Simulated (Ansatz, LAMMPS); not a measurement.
# Structural relaxation of glassy 30Al2O3-70P2O5 (mol %) (128 atoms), part 2 of 2

Wanted: the relaxed structure of glassy 30Al2O3-70P2O5 (mol %) (128 atoms) and its electronic structure.

Ansatz 0.2.0; Kohn-Sham DFT, PBEsol, PAW (set soft_2), plane waves.

The cell: 12 Al, 28 P and 88 O. The quench rate of 100 K/ps is orders of magnitude faster than experiment. The starting topology of bonds comes from the classical model. Only the Γ point is sampled, in a cell whose shortest periodic width is 12 Å.

So far, density (g/cm³): step 5 (distances and neighbours after relaxation) 2.56.

## 6. Single point at the relaxed geometry

One more single point at the end of the walk gives the fuller output and checks the residual forces.

The input, input.yaml:

```yaml
crystal:
  lattice:
    - [11.90826, 0.0, 0.0]
    - [0.0, 11.90826, 0.0]
    - [0.0, 0.0, 11.90826]
  atoms:
    - { symbol: Al, position: [0.89643, 0.21214, 0.75637] }
    - { symbol: Al, position: [0.19243, 0.70292, 0.34139] }
    - { symbol: Al, position: [0.99543, 0.56728, 0.97076] }
    - { symbol: Al, position: [0.5226, 0.2258, 0.87305] }
    - { symbol: Al, position: [0.53187, 0.20654, 0.48349] }
    - { symbol: Al, position: [0.60368, 0.6988, 0.80622] }
    - { symbol: Al, position: [0.30983, 0.28567, 0.19559] }
    - { symbol: Al, position: [0.60485, 0.63841, 0.1567] }
    - { symbol: Al, position: [0.82848, 0.19807, 0.2188] }
    - { symbol: Al, position: [0.15582, 0.17654, 0.74368] }
    - { symbol: Al, position: [0.08172, 0.35128, 0.60203] }
    - { symbol: Al, position: [0.30695, 0.40897, 0.75336] }
    - { symbol: P, position: [0.11258, 0.8907, 0.16772] }
    - { symbol: P, position: [0.48563, 0.8196, 0.00978] }
    - { symbol: P, position: [0.25179, 0.83598, 0.96613] }
    - { symbol: P, position: [0.24963, 0.58651, 0.95199] }
    - { symbol: P, position: [0.05819, 0.30921, 0.32512] }
    - { symbol: P, position: [0.84393, 0.94803, 0.11942] }
    - { symbol: P, position: [0.04711, 0.92208, 0.7447] }
    - { symbol: P, position: [0.42109, 0.84215, 0.62795] }
    - { symbol: P, position: [0.34868, 0.55519, 0.18179] }
    - { symbol: P, position: [0.77118, 0.61813, 0.36841] }
    - { symbol: P, position: [0.86084, 0.3471, 0.9857] }
    - { symbol: P, position: [0.79487, 0.74111, 0.98915] }
    - { symbol: P, position: [0.99265, 0.55082, 0.26297] }
    - { symbol: P, position: [0.82281, 0.98642, 0.66946] }
    - { symbol: P, position: [0.01787, 0.59318, 0.69841] }
    - { symbol: P, position: [0.62817, 0.4632, 0.95722] }
    - { symbol: P, position: [0.42294, 0.45411, 0.53163] }
    - { symbol: P, position: [0.55672, 0.20428, 0.22011] }
    - { symbol: P, position: [0.39309, 0.09085, 0.66737] }
    - { symbol: P, position: [0.27223, 0.03646, 0.29531] }
    [... 90 atom lines left out ...]
    - { symbol: O, position: [0.20099, 0.03692, 0.39526] }
    - { symbol: O, position: [0.1205, 0.80745, 0.26043] }
    - { symbol: O, position: [0.93601, 0.91635, 0.66791] }
    - { symbol: O, position: [0.46852, 0.13879, 0.75641] }
    - { symbol: O, position: [0.02557, 0.23998, 0.69018] }
    - { symbol: O, position: [0.95384, 0.90478, 0.38793] }
kpoints:
  mp_grid: { grid: [1, 1, 1] }
hamiltonian:
  xc: pbesol
scf:
  occupations: { method: fixed }
output:
  forces: true
  stress: true
  populations: intrinsic
  dos:
    method: { smearing: { sigma: 0.08 } }
    de: 0.1
    projected: { site_lists: { Al: [Al], O: [O], P: [P] } }
  eigenvalues: true
  write_density: true
  write_potential: true
  volumetric_format: npy
  elf: true
```

Run with:

```console
$ ansatz run input.yaml --threads 4 --pin off --max-ram 8192MiB --backend cpu --events-out ev --progress --plain --runs-dir out
```

The job ended after 44 s (4 threads of Intel Xeon Platinum 8488C (Sapphire Rapids), shared host; peak memory 2.5 GiB).

The program notes that the exchange-correlation potential is rough where the density is thin.

Read from the output:

* free energy: -76445.8979 eV
* free energy per atom: -597.2336 eV/atom
* SCF cycles: 10
* pressure: -1.378 GPa
* r.m.s. force component: 0.00534 eV/Å
* longest force: 0.02611 eV/Å
* Fermi energy: 2.988 eV
* gap (highest filled to lowest empty level): 4.083 eV

Intrinsic-atomic-orbital charges by element and coordination:

| element | coordination | atoms | mean charge (e) | spread | least | most |
| --- | --- | --- | --- | --- | --- | --- |
| Al | all | 12 | 1.34 | 0.0349 | 1.27 | 1.41 |
| Al | 4 | 3 | 1.39 | 0.0145 | 1.37 | 1.41 |
| Al | 5 | 8 | 1.33 | 0.0119 | 1.31 | 1.34 |
| Al | 6 | 1 | 1.27 | 0 | 1.27 | 1.27 |
| O | all | 88 | -0.871 | 0.0273 | -0.937 | -0.810 |
| O | 1 | 8 | -0.902 | 0.0276 | -0.937 | -0.850 |
| O | 2 | 77 | -0.866 | 0.0236 | -0.911 | -0.810 |
| O | 3 | 3 | -0.914 | 0.0233 | -0.931 | -0.881 |
| P | all | 28 | 2.16 | 0.0349 | 2.10 | 2.23 |
| P | 4 | 27 | 2.17 | 0.0354 | 2.10 | 2.23 |
| P | 5 | 1 | 2.15 | 0 | 2.15 | 2.15 |

Density of states as counts of states in windows of 1 eV (from the Fermi level), total and the larger projections:

| from (eV) | to (eV) | total | O p | P p | O s |
| --- | --- | --- | --- | --- | --- |
| -18 | -17 | 17.4 | 0.6 | 2.8 | 12.8 |
| -17 | -16 | 1.1 | 0.0 | 0.1 | 0.9 |
| -16 | -14 | 0.0 | 0.0 | 0.0 | 0.0 |
| -14 | -13 | 2.0 | 1.1 | 0.2 | 0.2 |
| -13 | -12 | 6.2 | 3.6 | 0.7 | 0.8 |
| -12 | -11 | 9.8 | 5.8 | 1.3 | 1.1 |
| -11 | -10 | 16.0 | 9.9 | 2.4 | 1.5 |
| -10 | -9 | 16.4 | 10.7 | 2.9 | 1.0 |
| -9 | -8 | 23.4 | 16.0 | 2.9 | 1.3 |
| -8 | -7 | 28.4 | 19.8 | 3.4 | 2.0 |
| -7 | -6 | 43.8 | 31.7 | 5.4 | 3.2 |
| -6 | -5 | 46.4 | 36.7 | 4.2 | 3.2 |
| -5 | -4 | 59.8 | 50.8 | 3.1 | 2.8 |
| -4 | -3 | 76.1 | 68.1 | 2.6 | 2.2 |
| -3 | -2 | 90.2 | 83.6 | 2.2 | 1.5 |
| -2 | -1 | 74.4 | 70.7 | 1.3 | 0.7 |
| -1 | 0 | 34.3 | 32.7 | 0.7 | 0.2 |
| 0 | 1 | 0.7 | 0.7 | 0.0 | 0.0 |
| 1 | 3 | 0.0 | 0.0 | 0.0 | 0.0 |
| 3 | 4 | 0.3 | 0.0 | 0.0 | 0.1 |
| 4 | 5 | 4.1 | 0.5 | 0.4 | 0.9 |

The curve was stored every 0.100 eV, coarse against its broadening of 0.08 eV, so these counts are rough.

With fixed occupations the program's Fermi level is the highest filled level; weight inside the gap is the broadening of levels at its edges.

Between -24 and -18 eV lie 157 more states.

The levels nearest the highest filled one (over half full), pooled over k-points and spins:

| level less the highest filled one (eV) | occupation |
| --- | --- |
| -0.500 | 2 |
| -0.463 | 2 |
| -0.406 | 2 |
| -0.386 | 2 |
| -0.331 | 2 |
| 0 | 2 |
| 4.08 | 0 |
| 4.76 | 0 |
| 5.08 | 0 |
| 5.38 | 0 |
| 5.58 | 0 |
| 5.64 | 0 |

Valence density in the ac plane at fractional y = 0.295, with atoms of Al and P and O within 0.2 Å of it. It is the smooth field of the valence electrons, not physical close to the nuclei.

Ten steps, logarithmic in the rise over the least value, from '0' (0.0 e/Å³) to '9' (6.6 e/Å³), each cell a mean:
```
0000001345543211235542100123555421
0000011234555432245543100124677631
0000012234578753234432100013688641
0000011223579863222333321012466531
1100111112356542112578752111233221
3321123332222211013689964222322122
5543356764211000002478764456653224
6654468874210000001245544689974234
4543346653100000001235544679973223
2322223321000001111357765445542111
1232211000000233322479985211110001
3554310000001356643468864100000001
5787420000002467643234431000000012
5787420000001345532111100000000012
4565421100000112211100000000000123
5434555321000000111100000000001344
6435789742100001111111111000012456
5445799853111123332223343210112455
2223466532112357764334565321122223
0001122221112479985334555323443211
0000001244432368874212232236886310
0000012578742234432100011248997420
0000013799853111111100000136786420
0000013588753110122321000124554321
```
Columns run along a (11.9 Å), rows up along c (11.9 Å). Atoms in or near the plane, at fractional coordinates: Al at (0.31, 0.20), P at (0.06, 0.33), O at (0.17, 0.28), O at (0.47, 0.17), O at (0.84, 0.10), O at (0.63, 0.76), O at (0.64, 0.55), O at (0.81, 0.66), O at (0.27, 0.05).

ELF in the ac plane at fractional y = 0.295, with atoms of Al and P and O within 0.2 Å of it. It is the smooth field of the valence electrons, not physical close to the nuclei.

Ten even steps from '0' (0.00) to '9' (0.85), each cell a mean:
```
0000001357643100168985100013456520
0000111223577521169985100014899851
0000234323798884136641000015888973
0000022112687997211234431004799862
1110000001589873114899984000245410
6641135531134320016985885123321024
9972279986200000004798974478984137
9983289998410000001356512886796137
8972279997300000000135422797896115
4320146663100000001588985368984002
1233111110001356522796597212431000
7898630000014799962598998300000014
9999851000026899983157875200000026
8989730000014788852001221000000014
4787311210001233100000000000001112
4112677752000000001100000000024666
7205978984100000011111243200036888
6437977994000245543224788520025777
2124899961001699987336999621111233
0001344310001898687326998314774100
0000001357521589997203663049999620
0000025899982147863000110279659840
0000048975884000000000000268888620
0000025888973100025652000035655310
```
Columns run along a (11.9 Å), rows up along c (11.9 Å). Atoms in or near the plane, at fractional coordinates: Al at (0.31, 0.20), P at (0.06, 0.33), O at (0.17, 0.28), O at (0.47, 0.17), O at (0.84, 0.10), O at (0.63, 0.76), O at (0.64, 0.55), O at (0.81, 0.66), O at (0.27, 0.05).

Mean intrinsic-atomic-orbital charges: Al +1.34, O -0.87, P +2.16 e.

Local excerpt of 10 atoms (numbers count through the whole input) about P30, picked at random; x, y, z are measured from there.

| atom | x | y | z | distance (Å) | bonds | intrinsic-atomic-orbital charge (e) |
| --- | --- | --- | --- | --- | --- | --- |
| P30 | 0.00 | 0.00 | 0.00 | 0.00 | 4 | 2.17 |
| O73 | -1.04 | 0.93 | -0.56 | 1.51 | 2 | -0.87 |
| O118 | -0.32 | -0.37 | 1.43 | 1.51 | 2 | -0.90 |
| O66 | 1.45 | 0.42 | -0.17 | 1.52 | 2 | -0.89 |
| O46 | -0.10 | -1.44 | -0.82 | 1.66 | 2 | -0.83 |
| O113 | -2.79 | -0.78 | 0.24 | 2.90 | 2 | -0.89 |
| P38 | 0.55 | -1.98 | -2.13 | 2.96 | 4 | 2.18 |
| Al7 | -2.94 | 0.97 | -0.29 | 3.11 | 5 | 1.33 |
| Al5 | -0.30 | 0.03 | 3.14 | 3.15 | 5 | 1.31 |
| Al9 | 3.24 | -0.07 | -0.02 | 3.24 | 5 | 1.32 |

The column of bonds counts only the pairs O-P within 2.11 Å, O-Al within 2.49 Å; other neighbours, such as metal atoms beside each other in a compound, aren't counted, and periodic images can show an atom twice.

## 7. Other settings

Changed here: scf.mixing.algorithm = "anderson", scf.mixing.beta = 0.5 and scf.mixing.preconditioner = "ldos".

The input, input.yaml:

```yaml
crystal:
  lattice:
    - [11.90826, 0.0, 0.0]
    - [0.0, 11.90826, 0.0]
    - [0.0, 0.0, 11.90826]
  atoms:
    [... the 128 atom lines of step 3 ...]
kpoints:
  mp_grid: { grid: [1, 1, 1] }
hamiltonian:
  xc: pbesol
scf:
  occupations: { method: fixed }
  mixing: { preconditioner: ldos, algorithm: anderson, beta: 0.5 }
output:
  forces: true
  stress: true
  populations: intrinsic
  dos:
    method: { smearing: { sigma: 0.1 } }
    de: 0.1
    projected: { site_lists: { Al: [Al], O: [O], P: [P] } }
  eigenvalues: true
```

Run time: 0.04 s. Hardware: 4 threads; peak memory 0.044 GiB.

The input was rejected at the start.

The program's message: “Error: inconsistent input (scf.mixing.preconditioner, scf.occupations.method): ldos needs the smeared local DOS at the Fermi level to build its model. With no smearing kernel (method: fixed, a smearin …”

Runs without a result: scf.mixing.algorithm = "anderson", scf.mixing.beta = 0.5 and scf.mixing.preconditioner = "ldos" (refused).

## 8. Summary of results

| Item | Value |
| --- | --- |
| energy change in the relaxation | -137.7 meV/atom |
| r.m.s. displacement | 0.68 Å |
| largest displacement | 1.569 Å |
| free energy per atom | -597.2336 eV/atom |
| pressure | -1.378 GPa |
| r.m.s. force component | 0.00534 eV/Å |
| gap (highest filled to lowest empty level) | 4.083 eV |
| wall time of the 3 DFT runs | 13 min |

What this shows: Relaxation lowers the energy by 138 meV/atom and moves atoms by 0.68 Å r.m.s.; the r.m.s. force component goes from 1.5 to 0.0053 eV/Å, the pressure goes from 0.43 to -1.4 GPa, and the gap from 0.622 to 4.08 eV. By the final cutoffs 1 of 165 bonded pairs parted and 7 joined. First to last step the energy falls by 17.626 eV; the largest move, 1.57 Å, is that of O73. The O-Al bonds go from 1.821 Å (spread 0.161) to 1.841 Å (spread 0.093), and their number from 52 to 58. Counting bonds as in the table, 67 % of Al atoms have 5, 88 % of O atoms have 2 and 96 % of P atoms have 4 bonded neighbours. 88 % of the oxygens bridge two formers (P and Al) and 9 % are non-bridging; 3 % join three. Between filled and empty levels lie 4.08 eV (at Γ alone); a semilocal functional tends to put such gaps too low. In a disordered cell it changes from sample to sample, and tail or defect levels can set it.

**Limits.** The starting topology of bonds comes from the classical model; in DFT 1 of its 165 bonded pairs passed out of the cutoffs and 7 came within them.

[Logs are printed without paths, hosts, clocks, repeated set-up lines and the standing remarks that a program may print on its own settings, such as how far it seeks lower states.]

[Hosts, paths, dates, database ids (printed as entryN), source tags and the programs' standing remarks are cut or masked in the printed files.]
